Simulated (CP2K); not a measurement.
Consider mercaptoacetylene at its PBE geometry (Å).

```xyz
5

C    -1.2206   -0.0604   -0.3110
C    -0.0285   -0.1783   -0.0966
S     1.6135   -0.4831    0.1184
H    -2.2691    0.0556   -0.4871
H     1.9046    0.6662    0.7763
```

Method: CP2K XAS_TDP, all-electron GAPW, PBEh(45%), aug-cc-pVTZ, TDA, GW2X-corrected core level, no relativity.

Question: Where do the C K-edge lines lie, and how strong are they?

Leading lines: C1 285.10 eV and C2 285.80 eV. The leading line of an atom is its first one with 35 % of the strongest within 2.5 eV of its lowest line over the strength cut. Core ionisation energies at this level: C1 290.20 and C2 290.65 eV.

The first six lines of each atom with a strength over 0.0015:

```tsv
atom	energy (eV)	states	strength, one atom	above the computed threshold
C1 (bonded to C and H)	285.10	1	0.0512	
	286.11	1	0.0448	
	288.10	1	0.0027	
	288.54	1	0.0065	
	289.08	1	0.0030	
	289.54	1	0.0072	
C2 (bonded to C and S)	285.80	1	0.0412	
	286.28	1	0.0549	
	287.91	1	0.0215	
	288.39	1	0.0031	
	290.22	1	0.0027	
	290.60	1	0.0028
```

Lines are vertical, at one geometry, with no vibrational structure. GW2X ionisation energies and lines can be off by 1 to 2 eV either way, and a good line position may hide errors that cancel. These values hold no scalar relativity, about 0.1 eV for C 1s. Rydberg lines, and the discretised continuum above threshold, depend on the basis and the box.

[Banner, clock and machine lines of the logs are left out without a mark of their own.]

[Logs are printed without paths, hosts, clocks, repeated set-up lines and the standing remarks that a program may print on its own settings, such as how far it seeks lower states.]

[Hosts, paths, dates, database ids (printed as entryN), source tags and the programs' standing remarks are cut or masked in the printed files.]
